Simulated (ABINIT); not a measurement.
# Quasiparticle gap of Rb2Pd (Fm-3m) in ABINIT

Wanted: ground state, empty states, screening and self-energy for Rb2Pd (Fm-3m).

Calculated with ABINIT 10.8.3; PBEsol and many-body steps on it, plane waves.

Most raw output is cut from this account.

In doubt: a PseudoDojo file used here is known to give poor structures and forces, which bears on pressures, cells, forces and phonons.

## Step 1: Set-up

It takes space group Fm-3m (No. 225, cubic). Conventional cell: a = 8.246 Å, b = 8.246 Å, c = 8.246 Å, α = 90.00°, β = 90.00°, γ = 90.00°. Nearest to Rb lie 4 Pd at 3.57 Å. Nearest to Pd lie 8 Rb at 3.57 Å. Farther neighbours are not listed.

As a file:

```cif
data_structure
_symmetry_space_group_name_H-M 'P 1'
_symmetry_Int_Tables_number 1
_cell_length_a 5.8311
_cell_length_b 5.8311
_cell_length_c 5.8311
_cell_angle_alpha 60.000
_cell_angle_beta 60.000
_cell_angle_gamma 60.000
_cell_volume 140.20
loop_
_atom_site_label
_atom_site_type_symbol
_atom_site_fract_x
_atom_site_fract_y
_atom_site_fract_z
_atom_site_occupancy
Rb1 Rb 0.25000 0.25000 0.25000 1
Rb2 Rb 0.75000 0.75000 0.75000 1
Pd3 Pd 0.00000 0.00000 0.00000 1
```

The cell and positions are those that the Materials Project relaxed with its own functionals (PBE, PBE+U or r2SCAN), kept fixed.

## Step 2: Ground state

This step: ABINIT 10.8.3; DFT, PBEsol, plane waves, norm-conserving pseudopotentials.

The ground-state density comes first.

Contents of run.abi:

```
acell 3*1.0 Angstrom
rprim 
  -0.000000000000 4.123218000000 4.123218000000
  4.123218000000 0.000000000000 4.123218000000
  4.123218000000 4.123218000000 0.000000000000
ntypat 2
znucl 37 46
natom 3
typat 1 1 2
xred 
  0.250000000000 0.250000000000 0.250000000000
  0.750000000000 0.750000000000 0.750000000000
  0.000000000000 0.000000000000 0.000000000000
pp_dirpath "pseudos"
pseudos "Rb.upf, Pd.upf"
ecut 37
ngkpt 4 4 4
nshiftk 1
shiftk 0 0 0
kptopt 1
chksymbreak 0
nband 23
occopt 1
tolvrs 1e-10
nstep 60
prtwf 0
optforces 0
optstress 0
indata_prefix "in"
outdata_prefix "out"
tmpdata_prefix "tmp"
```

Started as:

```console
$ OMP_NUM_THREADS=1 mpirun -n 4 abinit run.abi > log
```

It took 37 s on 4 MPI ranks of Arm Neoverse V1, shared host; peak memory 0.59 GiB.

This step gave:

```
total energy               : -5140.9000 eV
gap                        : 0.8553 eV
k of the valence top       : -0.25, 0.5, 0.25
k of the conduction bottom : 0.5, 0, 0
least direct gap           : 0.8898 eV
```

The gap is indirect, with the least direct gap 0.03 eV higher.

## Step 3: Bands along the symmetry lines

The cheap functional maps the bands first; the places of the edges decide which points the dearer methods must see.

Contents of run.abi:

```
acell 3*1.0 Angstrom
rprim 
  -0.000000000000 4.123218000000 4.123218000000
  4.123218000000 0.000000000000 4.123218000000
  4.123218000000 4.123218000000 0.000000000000
ntypat 2
znucl 37 46
natom 3
typat 1 1 2
xred 
  0.250000000000 0.250000000000 0.250000000000
  0.750000000000 0.750000000000 0.750000000000
  0.000000000000 0.000000000000 0.000000000000
pp_dirpath "pseudos"
pseudos "Rb.upf, Pd.upf"
ecut 37
iscf -2
irdden 1
kptopt 0
nkpt 50
kpt 
  0.00000000 0.00000000 0.00000000
  0.06250000 0.00000000 0.06250000
  0.12500000 0.00000000 0.12500000
  0.18750000 0.00000000 0.18750000
  0.25000000 0.00000000 0.25000000
  0.31250000 0.00000000 0.31250000
  0.37500000 0.00000000 0.37500000
  0.43750000 0.00000000 0.43750000
  0.50000000 0.00000000 0.50000000
  0.51562500 0.03125000 0.51562500
  0.53125000 0.06250000 0.53125000
  0.54687500 0.09375000 0.54687500
  0.56250000 0.12500000 0.56250000
  0.57812500 0.15625000 0.57812500
  0.59375000 0.18750000 0.59375000
  0.60937500 0.21875000 0.60937500
  0.62500000 0.25000000 0.62500000
  0.37500000 0.37500000 0.75000000
  0.32812500 0.32812500 0.65625000
  0.28125000 0.28125000 0.56250000
  0.23437500 0.23437500 0.46875000
  0.18750000 0.18750000 0.37500000
  0.14062500 0.14062500 0.28125000
  0.09375000 0.09375000 0.18750000
  0.04687500 0.04687500 0.09375000
  0.00000000 0.00000000 0.00000000
  0.06250000 0.06250000 0.06250000
  0.12500000 0.12500000 0.12500000
  0.18750000 0.18750000 0.18750000
  0.25000000 0.25000000 0.25000000
  0.31250000 0.31250000 0.31250000
  0.37500000 0.37500000 0.37500000
  0.43750000 0.43750000 0.43750000
  0.50000000 0.50000000 0.50000000
  0.50000000 0.46875000 0.53125000
  0.50000000 0.43750000 0.56250000
  0.50000000 0.40625000 0.59375000
  0.50000000 0.37500000 0.62500000
  0.50000000 0.34375000 0.65625000
  0.50000000 0.31250000 0.68750000
  0.50000000 0.28125000 0.71875000
  0.50000000 0.25000000 0.75000000
  0.50000000 0.21875000 0.71875000
  0.50000000 0.18750000 0.68750000
  0.50000000 0.15625000 0.65625000
  0.50000000 0.12500000 0.62500000
  0.50000000 0.09375000 0.59375000
  0.50000000 0.06250000 0.56250000
  0.50000000 0.03125000 0.53125000
  0.50000000 0.00000000 0.50000000
istwfk *1
nband 25
nbdbuf 2
tolwfr 1e-08
nstep 40
prtwf 0
prtvol 0
indata_prefix "in"
outdata_prefix "out"
tmpdata_prefix "tmp"
```

It took 62 s on 4 MPI ranks; peak memory 0.53 GiB.

Numbers from this step:

* gap: 0.8553 eV
* k of the valence top: 0.5, 0.25, 0.75
* k of the conduction bottom: 0.5, 0.5, 0.5
* least direct gap: 0.8898 eV

The gap is 0.855 eV, as in the run before at this level.

The electronic bands at the labelled points (eV, zero at the top of the highest filled band):

```csv
point,band 15,band 16,band 17,band 18,band 19,band 20,band 21,band 22
Γ,-0.61,-0.50,-0.50,-0.50,2.51,2.51,2.51,4.22
halfway,-0.58,-0.55,-0.52,-0.52,1.60,2.97,2.97,3.70
X,-0.53,-0.53,-0.50,0.00,0.89,2.47,3.49,3.49
halfway,-0.55,-0.53,-0.50,0.00,1.02,2.38,3.15,3.49
U,-0.58,-0.53,-0.52,-0.04,1.37,1.99,3.06,3.46
jump to K,-0.58,-0.53,-0.52,-0.04,1.37,1.99,3.06,3.46
halfway,-0.58,-0.57,-0.52,-0.51,1.63,2.68,2.97,4.10
Γ,-0.61,-0.50,-0.50,-0.50,2.51,2.51,2.51,4.22
halfway,-0.58,-0.54,-0.51,-0.51,1.70,2.84,2.84,4.31
L,-0.56,-0.53,-0.53,-0.33,0.86,3.25,3.25,4.56
halfway,-0.58,-0.54,-0.53,-0.21,1.21,2.43,3.10,3.67
W,-0.62,-0.53,-0.53,0.00,1.82,1.82,2.30,3.92
halfway,-0.57,-0.53,-0.51,0.00,1.15,2.38,2.73,3.69
X,-0.53,-0.53,-0.50,0.00,0.89,2.47,3.49,3.49
```

## Step 4: Empty states on the mesh, 2×2×2 mesh, 120 bands

The sums over transitions need many empty states on a uniform mesh; this step solves for them.

Contents of run.abi:

```
acell 3*1.0 Angstrom
rprim 
  -0.000000000000 4.123218000000 4.123218000000
  4.123218000000 0.000000000000 4.123218000000
  4.123218000000 4.123218000000 0.000000000000
ntypat 2
znucl 37 46
natom 3
typat 1 1 2
xred 
  0.250000000000 0.250000000000 0.250000000000
  0.750000000000 0.750000000000 0.750000000000
  0.000000000000 0.000000000000 0.000000000000
pp_dirpath "pseudos"
pseudos "Rb.upf, Pd.upf"
ecut 37
ngkpt 2 2 2
nshiftk 1
shiftk 0 0 0
kptopt 1
chksymbreak 0
iscf -2
irdden 1
istwfk *1
nband 120
nbdbuf 10
tolwfr 1e-09
nstep 60
prtvol 0
indata_prefix "in"
outdata_prefix "out"
tmpdata_prefix "tmp"
```

Started as:

```console
$ OMP_NUM_THREADS=1 mpirun -n 3 abinit run.abi > log
```

Wall time 44 s (3 MPI ranks); peak memory 0.35 GiB; 2.2 min of CPU time.

This step gave:

* gap: 0.8591 eV
* k of the valence top: 0.5, 0.5, 0
* k of the conduction bottom: 0.5, 0, 0
* least direct gap: 0.8898 eV
* k points computed: 3
* lowest point of the top converged band, above the valence top: 39.30 eV

On this mesh the gap is 0.859 eV.

## Step 5: Screening, 2×2×2 mesh, 110 bands, screening to 106.1 eV

The RPA dielectric matrix is built and inverted for each q.

This step: RPA screening on PBEsol, plane waves, norm-conserving pseudopotentials.

Edit run.abi of step 4 so:

```diff
@@ -21,10 +21,11 @@
 chksymbreak 0
-iscf -2
-irdden 1
 istwfk *1
-nband 120
-nbdbuf 10
-tolwfr 1e-09
-nstep 60
-prtvol 0
+occopt 1
+irdwfk 1
+optdriver 3
+nband 110
+ecuteps 3.9
+inclvkb 2
+awtr 1
+symchi 1
 indata_prefix "in"
```

Started as:

```console
$ OMP_NUM_THREADS=1 mpirun -n 4 abinit run.abi > log
```

The job ended after 14 s (4 MPI ranks; peak memory 1.1 GiB).

Numbers from this step:

- ε∞ with local fields, on this mesh, along the program's q direction: 21.88
- the same without local fields: 32.03
- plasma frequency: 18.82 eV
- plane waves in the screening matrix: 331

Local fields lower ε∞ by 32 %. On a Γ-centred mesh this coarse the value itself is usually too large, while a short band sum pulls it down.

## Step 6: Self-energy, 2×2×2 mesh, 110 bands, screening to 106.1 eV

The self-energy is evaluated for the states that the input lists, and the levels follow from it, in one-shot runs by the linearised quasiparticle equation.

This step: G0W0 on PBEsol, plane waves, norm-conserving pseudopotentials.

Edit run.abi of step 5 so:

```diff
@@ -24,8 +24,19 @@
 irdwfk 1
-optdriver 3
+optdriver 4
 nband 110
+gwcalctyp 0
+ecutsigx 37
+symsigma 1
+nkptgw 3
+kptgw 
+  0.5000000000 0.5000000000 0.0000000000
+  0.5000000000 0.0000000000 0.0000000000
+  0.0000000000 0.0000000000 0.0000000000
+bdgw 
+  17 20
+  16 21
+  16 21
 ecuteps 3.9
-inclvkb 2
-awtr 1
-symchi 1
+irdscr 1
+ppmodel 1
 indata_prefix "in"
```

The job ended after 14 s (4 MPI ranks; peak memory 1.1 GiB).

This step gave:

* G0W0 gap on the points computed: 1.453 eV
* starting gap on the mesh: 0.8591 eV
* k of the valence top: 0.5, 0.5, 0
* k of the conduction bottom: 0.5, 0, 0
* Z at the valence top: 0.766
* Z at the conduction bottom: 0.791
* least direct G0W0 gap on the computed points: 1.604 eV

The gap on the mesh goes from 0.86 eV to 1.45 eV, a correction of +0.59 eV.

Limits: finite bands, cutoff and mesh; no spin polarisation; d states lean on the start; no spin-orbit coupling; coarse k mesh. v1 is the top filled band, c1 the lowest empty one. Levels before and after the correction, in eV, zero at the valence-band top of each column:

```csv
,conduction bottom,valence top
Kohn-Sham,0.86,0.00
G0W0,1.45,0.00
```

```csv
,level,energy (eV)
Kohn-Sham,(0.5 0.5 0) v2,-0.491
Kohn-Sham,(0.5 0.5 0) v1,0.000
Kohn-Sham,(0.5 0.5 0) c1,0.890
Kohn-Sham,(0.5 0.5 0) c2,2.474
Kohn-Sham,(0.5 0 0) v3-v2,-0.522
Kohn-Sham,(0.5 0 0) v1,-0.331
Kohn-Sham,(0.5 0 0) c1,0.859
Kohn-Sham,(0.5 0 0) c2-c3,3.251
G0W0,(0.5 0.5 0) v2,-0.104
G0W0,(0.5 0.5 0) v1,0.000
G0W0,(0.5 0.5 0) c1,1.693
G0W0,(0.5 0.5 0) c2,2.943
G0W0,(0.5 0 0) v3-v2,-0.151
G0W0,(0.5 0 0) v1,-0.221
G0W0,(0.5 0 0) c1,1.453
G0W0,(0.5 0 0) c2-c3,4.339
```

## Step 7: Where the time went

Times are wall times on the hardware named with each run, good to a factor of about two.

```csv
step,time,share,memory (GiB)
ground state,37 s,21 %,0.59
bands along the symmetry lines,62 s,37 %,0.53
empty states on the mesh,44 s,26 %,0.35
screening,14 s,8 %,1.1
self-energy,14 s,8 %,1.1
```

## Step 8: Summary of results

| Quantity | Value |
| --- | --- |
| PBEsol gap | 0.86 eV, indirect (only 35 meV under the direct gap) |
| G0W0 gap on the mesh | 1.45 eV |
| GW settings | 2×2×2 mesh, 110 bands, screening to 106.1 eV, Godby-Needs plasmon pole |
| known limits | not at the basis limit; no spin polarisation; d states lean on the start; no spin-orbit coupling; coarse k mesh |

In words: G0W0 moves the gap on the mesh from 0.86 eV to 1.45 eV (+0.59 eV), with Z of 0.77 and 0.79 at the edges. Local fields lower the RPA ε∞ on this mesh from 32.03 to 21.88; a Γ-centred mesh this coarse tends to raise both, most where the direct gap is narrow, while a short band sum lowers them. Bands and cutoff are finite, so the gap is not at the basis limit. The miss can reach some tenths of an eV and take either sign; the mesh is an error of its own. The 2×2×2 mesh is coarse for this cell, which bears on the long-range parts of exchange and screening. The runs have no spin polarisation. For a closed low-spin shell that is the natural state; where a d or f shell is open it is a constraint, and the gap is then not the crystal's own. With d states at the gap, one-shot GW leans hard on its start. The many-body steps are scalar-relativistic: spin-orbit coupling is not in them.

[Paths, hosts, dates, memory and timing lines, banners, echoed tables and standing remarks are left out of the program output.]

[Logs are printed without paths, hosts, clocks, repeated set-up lines and the standing remarks that a program may print on its own settings, such as how far it seeks lower states.]

[Runs of the session that timed out or met a known fault of the program may be left out.]

[Hosts, paths, dates, database ids (printed as entryN), source tags and the programs' standing remarks are cut or masked in the printed files.]

[G0W0 gaps are taken among the corrected bands and points alone; a level outside them can change the order at an edge.]

[Where Ansatz stands beside ABINIT at settings called matched, ABINIT's density can come from a denser mesh and the files from another edition; pairs whose starting gaps differed by over 0.03 eV were left out, so agreement reads better than it is.]
